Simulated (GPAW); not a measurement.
# An In chain with one Zn atom in line: transmission at several levels, part 2 of 2

Aim: T(E), conductance and thermopower of an In chain with one Zn atom in line, and what cheaper settings cost in accuracy.

GPAW 26.7.0; GPAW LCAO, PAW setups; Landauer transmission from Green's functions with principal layers (ASE), zero bias.

So far, transmission at the Fermi level (one spin): step 2 (GPAW, dzp, PBE, GPAW) 2.43; step 3 (basis szp(dzp), PBE, GPAW) 2.42; step 4 (basis sz(dzp), PBE, GPAW) 2.43; step 5 (RPBE) 2.44.

## 8. Broadening 1e-05, temperature 30, SCF mesh 1×1×6: eta = 1e-05, temperature = 30 and scf_mesh = [1, 1, 6]

The broadening keeps the Green's functions finite; too large a value absorbs electrons where channels are open and leaks them where none are. Temperature enters only through the Fermi window. The SCF mesh sets the Fermi level of the repeated cell.

This step: GPAW LCAO, PAW setups; Landauer transmission from Green's functions with principal layers (ASE), zero bias (GPAW 26.7.0).

run.py reads:

```python
import json
import numpy as np
from ase import Atoms
from ase.transport.calculators import TransportCalculator
from gpaw import GPAW, FermiDirac
from gpaw.lcao.tools import get_lcao_hamiltonian
from scipy.linalg import eigh

# The junction with lead layers at both ends, along the third cell vector
device = Atoms(
    ['In', 'In', 'In', 'In', 'In', 'Zn', 'In', 'In', 'In', 'In', 'In'],
    positions=[
        [4.50000, 4.50000, 1.47500],
        [4.50000, 4.50000, 4.42500],
        [4.50000, 4.50000, 7.37500],
        [4.50000, 4.50000, 10.32500],
        [4.50000, 4.50000, 13.27500],
        [4.50000, 4.50000, 16.03830],
        [4.50000, 4.50000, 18.80160],
        [4.50000, 4.50000, 21.75160],
        [4.50000, 4.50000, 24.70160],
        [4.50000, 4.50000, 27.65160],
        [4.50000, 4.50000, 30.60160]],
    cell=[[9.0, 0.0, 0.0], [0.0, 9.0, 0.0], [0.0, 0.0, 32.0766]],
    pbc=True)

# One principal layer of the lead: the first 3 atoms of the device
lead = Atoms(
    ['In', 'In', 'In'],
    positions=[
        [4.50000, 4.50000, 1.47500],
        [4.50000, 4.50000, 4.42500],
        [4.50000, 4.50000, 7.37500]],
    cell=[[9.0, 0.0, 0.0], [0.0, 9.0, 0.0], [0.0, 0.0, 8.85]],
    pbc=True)

settings = dict(mode='lcao', basis='dzp', xc='PBE', h=0.2,
                occupations=FermiDirac(0.1), maxiter=250,
                mixer=dict(beta=0.1, nmaxold=8, weight=100.0),
                convergence=dict(density=0.0001))
energies = np.arange(-3, 3 + 1e-9, 0.075)
eta = 1e-05
n1, n2 = 1, 1
# k and -k transmit alike, so half of the mesh across the current serves
mesh = [(i, j) for i in range(n1) for j in range(n2) if (i, j) <= (-i % n1, -j % n2)]
weights = np.array([1 if (i, j) == (-i % n1, -j % n2) else 2 for i, j in mesh]) / (n1 * n2)

# [... helper functions left out ...]
fermi_lead = ground_state(lead, (1, 1, 13), 'lead.txt')
fermi_device = ground_state(device, (1, 1, 6), 'device.txt')
# [... loop over the mesh left out, but for ...]
        # Shift the lead onto the potential of the device's first layer
        shift = ((H[:, 0, 0] - H0[:, 0, 0]) / S0[0, 0]).real.mean()
# [...]
kT = 8.617333e-5 * 30
bias = [0.1, 0.2, 0.5, 1.0, 1.5, 2.0]
# [... integrals and printing left out ...]
```

On the command line:

```
OMP_NUM_THREADS=1 OPENBLAS_NUM_THREADS=1 python run.py
```

The log of the run:

```text
basis functions: device 251, principal layer 69
Fermi level: lead -2.2014 eV, device -2.1951 eV; lead shifted by -0.0028 eV
largest coupling past the next layer 1.88e-06 eV, largest misfit of the first layer 0.017 eV
  E-E_F (eV)   T (one spin)  [channel counts left out]
    -3.000    7.0337e-01
    -2.925    7.0278e-01
    -2.850    7.0066e-01
    -2.775    6.9676e-01
    -2.700    6.9075e-01
    -2.625    6.8215e-01
    -2.550    6.7030e-01
    -2.475    6.5420e-01
    -2.400    6.3233e-01
    -2.325    6.0224e-01
    -2.250    5.5980e-01
    -2.175    4.9732e-01
    -2.100    3.9903e-01
    -2.025    2.2651e-01
    -1.950    6.0473e-09
    -1.875    4.8616e-09
[...]
2.475    2.3929e+00
     2.550    2.3778e+00
     2.625    2.3575e+00
     2.700    2.3311e+00
     2.775    2.2973e+00
     2.850    2.2542e+00
     2.925    2.1991e+00
     3.000    2.1280e+00
conductance at 30 K: 2.419 G0 a cell; thermopower -0.3712 uV/K
current from the zero-bias T(E) at 0.1 V: 18.582 uA
current from the zero-bias T(E) at 0.2 V: 36.593 uA
current from the zero-bias T(E) at 0.5 V: 80.734 uA
current from the zero-bias T(E) at 1.0 V: 144.28 uA
current from the zero-bias T(E) at 1.5 V: 207.07 uA
current from the zero-bias T(E) at 2.0 V: 270.69 uA
```

The job ended after 47 s (1 thread of Arm Neoverse V2, shared host; peak memory 1.1 GiB).

Numbers from this step:

- conductance: 2.419 G₀
- largest misfit of the first principal layer: 0.01652 eV
- shift that aligns the lead: -0.002849 eV
- transmission at the Fermi level (one spin): 2.422

One spin. Table of transmission, zone mean by energy, zero at the Fermi level:

energy (eV), transmission, zone mean and a bar:
```
    -3.00       0.70 #########
    -2.85       0.70 #########
    -2.70       0.69 ########
    -2.55       0.67 ########
    -2.33       0.60 #######
    -2.17       0.50 ######
    -2.02       0.23 ###
    -1.88       0.00 
    -1.73       0.00 
    -1.57       0.00 
    -1.35       0.00 
    -1.20       0.85 ##########
    -1.05       0.98 ############
    -0.90       1.00 ############
    -0.75       1.00 ############
    -0.60       1.00 ############
    -0.38       1.00 ############
    -0.23       0.99 ############
    -0.07       2.26 ############################
     0.00       2.42 ##############################
     0.07       2.44 ##############################
     0.23       2.36 #############################
     0.38       2.29 ############################
     0.60       2.24 ###########################
     0.75       2.26 ############################
     0.90       2.29 ############################
     1.05       2.32 #############################
     1.20       2.35 #############################
     1.35       2.36 #############################
     1.57       2.38 #############################
     1.73       2.39 #############################
     1.88       2.40 #############################
     2.02       2.41 ##############################
     2.17       2.42 ##############################
     2.33       2.41 ##############################
     2.55       2.38 #############################
     2.70       2.33 #############################
     2.85       2.25 ############################
     3.00       2.13 ##########################
```

Not self-consistent under bias; the bias window is split evenly. Current through one cell, from the zero-bias transmission against bias:

```
bias (V)  current through one cell, from the zero-bias transmission (μA)
   0.100                                                            18.6
   0.200                                                            36.6
   0.500                                                            80.7
   1.000                                                             144
   1.500                                                             207
   2.000                                                             271
```

The transmission of the three most open eigenchannels by energy, zero at the Fermi level:

```csv
energy (eV),channel 1,channel 2 = channel 3
-3.00,0.703,0
-2.77,0.697,0
-2.55,0.670,0
-2.40,0.632,0
-2.17,0.497,0
-1.95,6.0e-9,0
-1.73,9.9e-10,0
-1.57,1.9e-10,0
-1.35,9.2e-10,0
-1.12,0.950,0
-0.90,0.998,0
-0.75,1.000,0
-0.53,0.997,0
-0.30,0.994,0
-0.07,0.992,0.635
0.00,0.991,0.716
0.07,0.991,0.725
0.30,0.989,0.659
0.53,0.989,0.625
0.75,0.988,0.635
0.90,0.989,0.652
1.12,0.989,0.674
1.35,0.990,0.686
1.57,0.990,0.693
1.73,0.991,0.699
1.95,0.992,0.707
2.17,0.993,0.711
2.40,0.994,0.705
2.55,0.994,0.692
2.77,0.995,0.651
3.00,0.996,0.566
```

With these changes, and at 30 K in place of 300 K, the conductance is 2.42 G₀ against 2.39 in the dzp run; T at the Fermi level, which temperature doesn't enter, is 2.42 against 2.43.

## 9. SCF mesh 1×1×6

The SCF mesh sets the Fermi level of the repeated cell.

run.py: that of step 8 with these lines changed.

```diff
@@ -41,3 +41,3 @@
 energies = np.arange(-3, 3 + 1e-9, 0.075)
-eta = 1e-05
+eta = 0.0001
 n1, n2 = 1, 1
@@ -54,3 +54,3 @@
 # [...]
-kT = 8.617333e-5 * 30
+kT = 8.617333e-5 * 300
 bias = [0.1, 0.2, 0.5, 1.0, 1.5, 2.0]
```

The log of the run:

```text
basis functions: device 251, principal layer 69
Fermi level: lead -2.2014 eV, device -2.1951 eV; lead shifted by -0.0028 eV
largest coupling past the next layer 1.88e-06 eV, largest misfit of the first layer 0.017 eV
  E-E_F (eV)   T (one spin)  [channel counts left out]
    -3.000    7.0283e-01
    -2.925    7.0224e-01
    -2.850    7.0013e-01
    -2.775    6.9623e-01
    -2.700    6.9023e-01
    -2.625    6.8164e-01
    -2.550    6.6980e-01
    -2.475    6.5372e-01
    -2.400    6.3186e-01
    -2.325    6.0180e-01
    -2.250    5.5938e-01
    -2.175    4.9695e-01
    -2.100    3.9873e-01
    -2.025    2.2632e-01
    -1.950    6.0473e-07
    -1.875    4.8616e-07
[...]
2.475    2.3909e+00
     2.550    2.3758e+00
     2.625    2.3555e+00
     2.700    2.3292e+00
     2.775    2.2954e+00
     2.850    2.2523e+00
     2.925    2.1972e+00
     3.000    2.1261e+00
conductance at 300 K: 2.3719 G0 a cell; thermopower -5.295 uV/K
current from the zero-bias T(E) at 0.1 V: 18.269 uA
current from the zero-bias T(E) at 0.2 V: 35.859 uA
current from the zero-bias T(E) at 0.5 V: 80.368 uA
current from the zero-bias T(E) at 1.0 V: 144.02 uA
current from the zero-bias T(E) at 1.5 V: 206.78 uA
current from the zero-bias T(E) at 2.0 V: 270.32 uA
```

Elapsed: 46 s, on 1 thread; peak memory 1.1 GiB.

Numbers from this step:

| Item | Value |
| --- | --- |
| conductance | 2.372 G₀ |
| transmission at the Fermi level (one spin) | 2.417 |

One spin. Table of transmission, zone mean by energy, zero at the Fermi level:

| energy (eV) | transmission, zone mean |
| --- | --- |
| -3.0000 | 0.703 |
| -2.7750 | 0.696 |
| -2.4750 | 0.654 |
| -2.2500 | 0.559 |
| -2.0250 | 0.226 |
| -1.7250 | 9.9e-8 |
| -1.5000 | 1.9e-8 |
| -1.2750 | 5.4e-5 |
| -0.9750 | 0.993 |
| -0.7500 | 0.999 |
| -0.5250 | 0.997 |
| -0.2250 | 0.993 |
| 0.0000 | 2.42 |
| 0.0750 | 2.44 |
| 0.2250 | 2.36 |
| 0.5250 | 2.24 |
| 0.7500 | 2.26 |
| 0.9750 | 2.31 |
| 1.2750 | 2.35 |
| 1.5000 | 2.37 |
| 1.7250 | 2.39 |
| 2.0250 | 2.41 |
| 2.2500 | 2.42 |
| 2.4750 | 2.39 |
| 2.7750 | 2.30 |
| 3.0000 | 2.13 |

Not self-consistent under bias; the bias window is split evenly. The current through one cell, from the zero-bias transmission by bias:

| bias (V) | current through one cell, from the zero-bias transmission (μA) |
| --- | --- |
| 0.100 | 18.3 |
| 0.200 | 35.9 |
| 0.500 | 80.4 |
| 1.000 | 144 |
| 1.500 | 207 |
| 2.000 | 270 |

Table of transmission of the three most open eigenchannels by energy, zero at the Fermi level:

| energy (eV) | channel 1 | channel 2 = channel 3 |
| --- | --- | --- |
| -3.0000 | 0.703 | 0 |
| -2.7750 | 0.696 | 0 |
| -2.4750 | 0.654 | 0 |
| -2.2500 | 0.559 | 0 |
| -2.0250 | 0.226 | 0 |
| -1.7250 | 9.9e-8 | 0 |
| -1.5000 | 1.9e-8 | 0 |
| -1.2750 | 5.4e-5 | 0 |
| -0.9750 | 0.993 | 0 |
| -0.7500 | 0.999 | 0 |
| -0.5250 | 0.997 | 0 |
| -0.2250 | 0.993 | 3.4e-10 |
| 0.0000 | 0.991 | 0.713 |
| 0.2250 | 0.989 | 0.683 |
| 0.5250 | 0.988 | 0.624 |
| 0.7500 | 0.988 | 0.634 |
| 0.9750 | 0.988 | 0.660 |
| 1.2750 | 0.989 | 0.682 |
| 1.5000 | 0.990 | 0.690 |
| 1.7250 | 0.991 | 0.698 |
| 2.0250 | 0.992 | 0.708 |
| 2.2500 | 0.999 | 0.710 |
| 2.4750 | 0.993 | 0.699 |
| 2.7750 | 0.995 | 0.650 |
| 3.0000 | 0.995 | 0.565 |

The conductance, 2.37 G₀, lies 0.8 % below that of the dzp run.

## 10. Summary of results

```json
{"conductance": "2.39 G₀", "transmission at the Fermi level, mean of the spins": "2.43"}
```

What this shows: In the dzp basis the junction conducts 2.39 G₀ at 300 K, with T = 2.43 a spin at the Fermi level; the sz basis reaches that conductance within 10 %. At the Fermi level the three most open eigenchannels pass 0.99, 0.72 and 0.72. Measured against the first run (dzp), the nearest curve is that of dzp-RPBE (r.m.s. 0.031) and the farthest that of sz (0.090). Over the compared runs wall time goes from 21 s (sz) to 40 s (dzp), on a shared host. The geometry was built from estimated bond lengths and not relaxed, so the numbers describe this model structure. Spin-orbit coupling is left out, which matters for the heavy atoms here. An evenly spaced straight chain is an idealisation: free chains tend to dimerise, zigzag or, where a band edge lies near the Fermi level, turn magnetic. The currents use the zero-bias T(E) throughout, which holds only while the bias is small against the distance to the nearest feature. The thermopower isn't quoted: it samples T(E) farther from the Fermi level than the conductance does, and the energy grid wasn't tested for it.

[Logs are printed without paths, hosts, clocks, repeated set-up lines and the standing remarks that a program may print on its own settings, such as how far it seeks lower states.]

[Hosts, paths, dates, database ids (printed as entryN), source tags and the programs' standing remarks are cut or masked in the printed files.]
